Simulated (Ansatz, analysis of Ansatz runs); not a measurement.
# Y2S2O (P2_1/c), nudged elastic band: V_S hop (3.4 Å) (q = 0), part 2 of 3

How high is the barrier when S changes place in Y2S2O (P2_1/c)? The case: V_S hop (3.4 Å), charge 0, in a cell of 40 host atoms with 1 S taken out.

Ansatz 0.2.0; plane-wave PAW DFT, LDA; nudged elastic band between two relaxed defect structures.

So far: The starting structure; Relaxation of the start point, charge 0.

## Step 3: Relaxation of the end point, charge 0

Level of this step: plane-wave PAW DFT, LDA; relaxation of all atoms of a defect supercell (Ansatz).

The end point is relaxed in the same cell and settings, so that the two energies compare.

Input file q0.end/input.yaml:

```yaml
crystal:
  lattice:
    - [-1.13015356, 6.77967323, 6.6421666]
    - [6.96905613, 0.0, 6.61852732]
    - [8.0992097, 6.77967323, -0.02363928]
  atoms:
    - { symbol: "Y", position: [0.41656442, 0.33381268, 0.52911365] }
    - { symbol: "Y", position: [0.91656442, 0.83381268, 0.02911365] }
    - { symbol: "Y", position: [0.02911365, 0.72050926, 0.41656442] }
    - { symbol: "Y", position: [0.52911365, 0.22050926, 0.91656442] }
    - { symbol: "Y", position: [0.08343558, 0.16618732, 0.97088635] }
    - { symbol: "Y", position: [0.58343558, 0.66618732, 0.47088635] }
    - { symbol: "Y", position: [0.47088635, 0.77949074, 0.08343558] }
    - { symbol: "Y", position: [0.97088635, 0.27949074, 0.58343558] }
    - { symbol: "Y", position: [0.05592476, 0.62391369, 0.80025064] }
    - { symbol: "Y", position: [0.55592476, 0.12391369, 0.30025064] }
    - { symbol: "Y", position: [0.30025064, 0.51991091, 0.05592476] }
    - { symbol: "Y", position: [0.80025064, 0.01991091, 0.55592476] }
    - { symbol: "Y", position: [0.44407524, 0.87608631, 0.69974936] }
    - { symbol: "Y", position: [0.94407524, 0.37608631, 0.19974936] }
    - { symbol: "Y", position: [0.19974936, 0.98008909, 0.44407524] }
    - { symbol: "Y", position: [0.69974936, 0.48008909, 0.94407524] }
    - { symbol: S, position: [0.16263204, 0.8073203, 0.11562368] }
    - { symbol: S, position: [0.66263204, 0.3073203, 0.61562368] }
    - { symbol: S, position: [0.23768224, 0.18941516, 0.12924741] }
    - { symbol: S, position: [0.73768224, 0.68941516, 0.62924741] }
    - { symbol: S, position: [0.26231776, 0.31058484, 0.37075259] }
    - { symbol: S, position: [0.76231776, 0.81058484, 0.87075259] }
    - { symbol: S, position: [0.37075259, 0.5563448, 0.76231776] }
    - { symbol: S, position: [0.87075259, 0.0563448, 0.26231776] }
    - { symbol: S, position: [0.11562368, 0.41442398, 0.66263204] }
    - { symbol: S, position: [0.61562368, 0.91442398, 0.16263204] }
    - { symbol: S, position: [0.630952, 0.445065, 0.235612] }
    - { symbol: S, position: [0.83736796, 0.1926797, 0.88437632] }
    - { symbol: S, position: [0.38437632, 0.08557602, 0.83736796] }
    - { symbol: S, position: [0.88437632, 0.58557602, 0.33736796] }
    - { symbol: S, position: [0.12924741, 0.9436552, 0.73768224] }
    - { symbol: O, position: [0.43980694, 0.91052819, 0.4728954] }
    - { symbol: O, position: [0.93980694, 0.41052819, 0.9728954] }
    - { symbol: O, position: [0.0271046, 0.82323053, 0.56019306] }
    - { symbol: O, position: [0.5271046, 0.32323053, 0.06019306] }
    - { symbol: O, position: [0.06019306, 0.58947181, 0.0271046] }
    - { symbol: O, position: [0.56019306, 0.08947181, 0.5271046] }
    - { symbol: O, position: [0.4728954, 0.67676947, 0.93980694] }
    - { symbol: O, position: [0.9728954, 0.17676947, 0.43980694] }
basis:
  ecutwfc: 420
  xc_grid: 2
hamiltonian:
  xc: lda
kpoints:
  mp_grid: { grid: [1, 1, 1] }
scf:
  occupations: { method: fixed }
  max_iter: 60
output:
  forces: true
relax:
  f_tol: 0.02
  max_steps: 70
  random_displacement: { amplitude: 0.03, seed: 4922 }
```

The run is started by

```console
$ ansatz run input.yaml --threads 4 --pin off --max-ram 7536MiB --backend cpu --events-out ev --progress --plain --runs-dir out
```

Numbers of over 12 decimals in the logs are rounded to 6 here.

What it wrote:

```text
[...]
Crystal: 39 atoms, lattice volume = 729.080 Å³
Basis set: ecut = 420 eV, 14223 PW (Γ), exchange–correlation on 128×144×144 points (8 copies of the dense FFT grid, shifted against one another)
Bands: 196, of which v1, the nominal top of the filled ones, is band 157 counted from 1 (156 counted from 0)
Symmetry: 1 space group operations
k-points: 1
[...]
SCF iter   1: F=—  HF=-77499.616112 eV  |F-HF|=—  |Δ(HF+E_count)|=         —  Δρ=1.04e-2  dr2=1.08e0  ethr=1.77e-3  ⟨swp⟩=4.0  Hψ=626  notcnv=0  defer=35
[...]
SCF iter   7: F=-77499.329559 eV  HF=-77499.329561 eV  |F-HF|=1.67e-6  |Δ(HF+E_count)|=   2.69e-5  Δρ=2.56e-5  dr2=4.61e-6  ethr=3.18e-9  ⟨swp⟩=3.0  Hψ=638  notcnv=0
SCF 1 converged in 7 iterations: F = -77499.329559 eV  dr2 = 4.61e-6
[...]
- { symbol: S, position: [0.663904, 0.305158, 0.616571] }
    - { symbol: S, position: [0.235150, 0.190399, 0.129964] }
    - { symbol: S, position: [0.735751, 0.680464, 0.632936] }
    - { symbol: S, position: [0.264485, 0.313116, 0.370158] }
    - { symbol: S, position: [0.763125, 0.814245, 0.867245] }
    - { symbol: S, position: [0.369512, 0.551249, 0.758956] }
    - { symbol: S, position: [0.867012, 0.057257, 0.262712] }
[...]
- { symbol: S, position: [0.837950, 0.190663, 0.887545] }
    - { symbol: S, position: [0.385795, 0.081998, 0.839307] }
    - { symbol: S, position: [0.886138, 0.584934, 0.335675] }
    - { symbol: S, position: [0.131048, 0.947183, 0.736316] }
    - { symbol: O, position: [0.439544, 0.907621, 0.472282] }
    - { symbol: O, position: [0.940080, 0.412281, 0.971883] }
    - { symbol: O, position: [0.032086, 0.824941, 0.554639] }
    - { symbol: O, position: [0.526968, 0.323183, 0.060650] }
    - { symbol: O, position: [0.059710, 0.591517, 0.024693] }
    - { symbol: O, position: [0.560836, 0.086747, 0.527914] }
    - { symbol: O, position: [0.470385, 0.675439, 0.942414] }
    - { symbol: O, position: [0.971836, 0.178064, 0.439908] }
[key lines of the parts left out:]
SCF converged after 6 iterations
Free energy (F): -77499.589298 eV
Fermi energy:    10.665481 eV
```

Wall time 13 s (4 threads of Arm Neoverse V1, shared host); peak memory 0.71 GiB; 47 s of CPU time.

Relaxation path:

```
step  energy less that of the first step (eV)  largest force component (eV/Å)
   1                                   0.0000                          0.5303
   2                                   0.1339                          0.6261
   3                                  -0.2421                          0.1467
   4                                  -0.2577                          0.0647
   5                                  -0.2597                          0.0174
```

Relaxation step 2 was tried and not accepted.

The atoms that moved most (Å, from the sites as typed, ahead of the random displacement, the mean shift of all atoms taken out):

```
atom      dx      dy      dz  length
 S27   0.108   0.020   0.014   0.111
  Y7   0.062  -0.011  -0.086   0.106
 S26  -0.004  -0.042  -0.081   0.091
 S23  -0.063  -0.028  -0.039   0.079
 S20  -0.032   0.015  -0.069   0.077
 O34  -0.040   0.000   0.048   0.062
 S25  -0.004  -0.013   0.060   0.061
  Y3  -0.015  -0.001   0.045   0.047
```

Neighbours of S27 at the end:

```
atom  distance (Å)
  Y7         2.691
 Y14         2.750
 Y16         2.811
  Y1         2.843
 Y10         3.172
 O38         3.203
 O37         3.225
 O35         3.317
```

Numbers from this step:

```yaml
free_energy: -77499.5893 eV
largest_move_from_the_ideal_geometry_of_this_structure_a_common_shift_of_the_far_atoms_taken_out: 0.1178 Å
```

The relaxation gained 0.260 eV and ended with a largest force component of 0.017 eV/Å. The end lies 0.328 eV above the start.

(Continued in part 3 of 3.)

[Logs are printed without paths, hosts, clocks, repeated set-up lines and the standing remarks that a program may print on its own settings, such as how far it seeks lower states.]

[Hosts, paths, dates, database ids (printed as entryN), source tags and the programs' standing remarks are cut or masked in the printed files.]
